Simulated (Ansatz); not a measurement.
# How many bands does the GW gap of AgCl (Fm-3m) need?, part 2 of 2

Aim: see how the G0W0 gap of AgCl (Fm-3m) on PBE moves with empty bands and screening cutoff, and what each rung costs.

Ansatz 0.2.0; G0W0 on PBE, plane waves, PAW. Known limits of the many-body steps: not at the basis limit; d shell near the gap, gap tends to lie low; no spin-orbit coupling; coarse k mesh.

So far. Step 4 (273 empty bands, screening to 200 eV): Against the run with 6×6×6 mesh, 127 empty bands, screening to 120 eV, the gap moves by +0.04 eV. Step 5 (Changing the k mesh: 4×4×4 mesh, 127 empty bands …): Against the run with 6×6×6 mesh, 127 empty bands, screening to 120 eV, the gap moves by +0.0005 eV.

In doubt: one-shot GW on d or f shells is unsure (steps 2, 3, 4, 5, 6, 7), so the values of those runs are not to be relied on.

### Step 6. Changing the frequency model: 6×6×6 mesh, 127 empty bands, screening to 120 eV, plasmon pole

A plasmon pole stands in for the full frequency dependence of the screening; this run shows what that costs in accuracy.

Input file input.yaml:

```yaml
crystal:
  lattice:
    - [0.0, 2.7726629968, 2.7726629968]
    - [2.7726629968, 0.0, 2.7726629968]
    - [2.7726629968, 2.7726629968, 0.0]
  atoms:
    - { symbol: Ag, position: [0.0, 0.0, 0.0] }
    - { symbol: Cl, position: [0.5, 0.5, 0.5] }
kpoints:
  mp_grid: { grid: [6, 6, 6] }
hamiltonian:
  xc: pbe
scf:
  occupations: { method: fixed }
gw:
  n_empty_bands: 127
  ecut_chi: 120
  qp_bands: [v2, c2]
  qp_kpoints: band_edges
  screening: { model: godby_needs }
```

Started as:

```console
$ ansatz run input.yaml --threads 3 --pin off --max-ram 92160MiB --backend cuda --events-out ev --progress --plain --runs-dir out --devices 1 --max-vram 13GiB
```

Numbers of over 12 decimals in the logs are rounded to 6 here.

The log of the run:

```text
GPUs: using 1 of 1 available (devices: 1).
[...]
GPU FFT provider: cuFFT
GPU libraries: cuBLAS 13.8.2, cuFFT 12.4.0, cuSOLVER 12.3.4
Crystal: 2 atoms, lattice volume = 42.631 Å³
Basis set: ecut = 420 eV, 869 PW (Γ)
Bands: 17, of which v1, the nominal top of the filled ones, is band 13 counted from 1 (12 counted from 0)
Symmetry: 48 space group operations
[...]
k-points: 16 of 216
[...]
1    15     16.9456    -6.8441    -4.6187   -11.9394  0.8231    17.4235    17.4222  root
[...]
12    12      6.1547   -35.4778     5.6043   -28.7091  0.7805     4.9805     4.9903  root
    12    13      6.2396   -35.5673     5.6846   -28.7568  0.7778     5.0952     5.1138  root
    12    14     10.4893    -7.6519    -4.2983   -12.4782  0.8298    11.0186    11.0173  root
    12    15     16.0766    -9.0092    -3.9839   -13.4017  0.8301    16.4862    16.4852  root
[key lines of the parts left out:]
SCF converged after 6 iterations
Free energy (F): -8670.890463 eV
Fermi energy:    8.112652 eV
```

Elapsed: 21 s, on 1 × NVIDIA H100 80GB HBM3 (shared by 6 runs) with 3 threads of AMD EPYC 7R13 (Zen 3), shared host; peak memory 1.2 GiB; 24 s of CPU time.

Numbers from this step:

* bands summed: 140
* plasmon-pole fit frequency: 29.00 eV
* RPA ε∞ on this mesh (eigenvalues): 4.960, 4.960, 4.960
* plane waves in the screening matrix: 137
* G0W0 gap on the mesh: 2.030 eV
* k of the valence top: 0, 0, -0.5
* k of the conduction bottom: 0, 0, 0
* starting gap on the mesh: 0.9111 eV
* least direct G0W0 gap on the computed points: 4.475 eV

Against the run with 6×6×6 mesh, 127 empty bands, screening to 120 eV, the gap moves by −0.013 eV.

### Step 7. Changing the files: 6×6×6 mesh, 127 empty bands, screening to 120 eV, hard PAW files

Other atomic data (hard PAW) test the pseudisation: the cutoff goes from 420 to 660 eV, with the same valence electrons.

input.yaml: that of step 6 with these lines changed.

```diff
@@ -12,2 +12,3 @@
   xc: pbe
+  pseudopotentials: { kind: paw, source: ansatz }
 scf:
@@ -19,2 +20,2 @@
   qp_kpoints: band_edges
-  screening: { model: godby_needs }
+  screening: { model: contour_deformation }
```

The log of the run:

```text
GPUs: using 1 of 1 available (devices: 1).
[...]
GPU FFT provider: cuFFT
GPU libraries: cuBLAS 13.8.2, cuFFT 12.4.0, cuSOLVER 12.3.4
Crystal: 2 atoms, lattice volume = 42.631 Å³
Basis set: ecut = 660 eV, 1639 PW (Γ)
Bands: 17, of which v1, the nominal top of the filled ones, is band 13 counted from 1 (12 counted from 0)
Symmetry: 48 space group operations
[...]
k-points: 16 of 216
[...]
1    15     17.6793    -6.8295    -4.6795   -11.9240  0.7809    18.0972    18.0943  root
[...]
12    12      6.8822   -35.4606     5.5777   -28.6914  0.7334     5.6508     5.6907  root
    12    13      6.9675   -35.5508     5.6783   -28.7402  0.7245     5.7940     5.8351  root
    12    14     11.2249    -7.6449    -4.3501   -12.4693  0.8092    11.7015    11.6991  root
    12    15     16.8090    -8.9856    -3.9992   -13.3800  0.7976    17.2060    17.2043  root
[key lines of the parts left out:]
SCF converged after 8 iterations
Free energy (F): -8685.747715 eV
Fermi energy:    8.841842 eV
```

Run time: 17 s. Hardware: 1 × NVIDIA H100 80GB HBM3 (shared by 6 runs) with 3 threads; peak memory 1.1 GiB.

This step gave:

* bands summed: 140
* RPA ε∞ on this mesh (eigenvalues): 4.954, 4.954, 4.954
* plane waves in the screening matrix: 137
* G0W0 gap on the mesh: 2.076 eV
* k of the valence top: 0, 0, -0.5
* k of the conduction bottom: 0, 0, 0
* starting gap on the mesh: 0.9160 eV
* least direct G0W0 gap on the computed points: 4.356 eV

Against the run with 6×6×6 mesh, 127 empty bands, screening to 120 eV, the gap moves by +0.03 eV.

### Step 8. Side by side

Times are wall times on 1 × NVIDIA H100 80GB HBM3 (shared by 6 runs) with 3 threads of AMD EPYC 7R13 (Zen 3), shared host, good to a factor of about two.

| mesh | files | frequency | bands summed | cutoff (eV) | start (eV) | G0W0 (eV) | time | host memory (GiB) |
| --- | --- | --- | --- | --- | --- | --- | --- | --- |
| 6×6×6 | default PAW | contour deformation | 57 | 60 | 0.911 | 1.943 | 14 s | 1.00 |
| 6×6×6 | default PAW | contour deformation | 140 | 120 | 0.911 | 2.043 | 14 s | 1.1 |
| 6×6×6 | default PAW | contour deformation | 286 | 200 | 0.911 | 2.086 | 30 s | 1.4 |
| 4×4×4 | default PAW | contour deformation | 140 | 120 | 0.908 | 2.044 | 12 s | 1.0 |
| 6×6×6 | default PAW | plasmon pole | 140 | 120 | 0.911 | 2.030 | 21 s | 1.2 |
| 6×6×6 | hard PAW | contour deformation | 140 | 120 | 0.916 | 2.076 | 17 s | 1.1 |

How the two edges are built up, in eV (the quasiparticle level is the starting level plus Σx plus Σc less Vxc):

| run | edge | start | Σx | Σc | Vxc | Z | QP |
| --- | --- | --- | --- | --- | --- | --- | --- |
| 57 bands | valence top | 8.11 | -30.34 | 4.28 | -25.54 | 0.77 | 7.59 |
| 57 bands | conduction bottom | 9.02 | -8.30 | -3.65 | -12.45 | 0.81 | 9.53 |
| 140 bands | valence top | 8.11 | -30.34 | 3.95 | -25.54 | 0.76 | 7.26 |
| 140 bands | conduction bottom | 9.02 | -8.30 | -3.88 | -12.45 | 0.81 | 9.30 |
| 286 bands | valence top | 8.11 | -30.34 | 3.78 | -25.54 | 0.76 | 7.09 |
| 286 bands | conduction bottom | 9.02 | -8.30 | -4.00 | -12.45 | 0.81 | 9.17 |

### Step 9. Outcome

| Item | Value |
| --- | --- |
| 57 bands, 60 eV | 1.943 eV |
| 140 bands, 120 eV | 2.043 eV |
| 286 bands, 200 eV | 2.086 eV |
| estimated limit in bands and cutoff | 2.13 eV |
| mesh and start | 6×6×6, PBE |

A line in one over the bands through the two highest rungs gives 2.13 eV, +0.04 eV from the top rung; the pair below gives 2.11 eV, in fair agreement. The rungs stand 0.18 eV (57 bands), 0.08 eV (140 bands) and 0.04 eV (286 bands) from it. From 57 to 286 bands the gap moves by +0.14 eV while the time grows 2.2-fold. Σc changes by −0.50 eV at the valence top and −0.36 eV at the conduction bottom, so the levels themselves move more than the gap between them. On the 4×4×4 mesh in place of 6×6×6 the gap differs by +0.0005 eV, of which −0.003 eV is already in the start. The plasmon-pole model gives −0.01 eV against contour deformation, 1 % of the correction (the least direct gap moves by +0.13 eV), and saved no time in this program. Hard PAW files move the gap by +0.03 eV at equal bands and cutoff, +0.005 eV of it in the start. The cheapest rung within 0.1 eV of this estimate is that with 140 bands (14 s). The 6×6×6 mesh is coarse for this cell (its supercell is 24 Å along the shortest edge). The RPA ε∞ on it, from the PBE start, is 4.95; such meshes misread the long-range screening, most where the gap is narrow. A d shell, filled or nearly so, lies near the gap. One-shot GW converges very slowly in bands there, not always from below, and on a semilocal start the gap tends to come out low; starts rich in exact exchange can overshoot instead. The many-body steps are scalar-relativistic: spin-orbit coupling is not in them.

[Paths, hosts, dates, memory and timing lines, banners, echoed tables and standing remarks are left out of the program output.]

[Logs are printed without paths, hosts, clocks, repeated set-up lines and the standing remarks that a program may print on its own settings, such as how far it seeks lower states.]

[Runs of the session that timed out or met a known fault of the program may be left out.]

[Cells called generated may have been cut or substituted from an entry of the Crystallography Open Database or the Materials Project.]

[Hosts, paths, dates, database ids (printed as entryN), source tags and the programs' standing remarks are cut or masked in the printed files.]
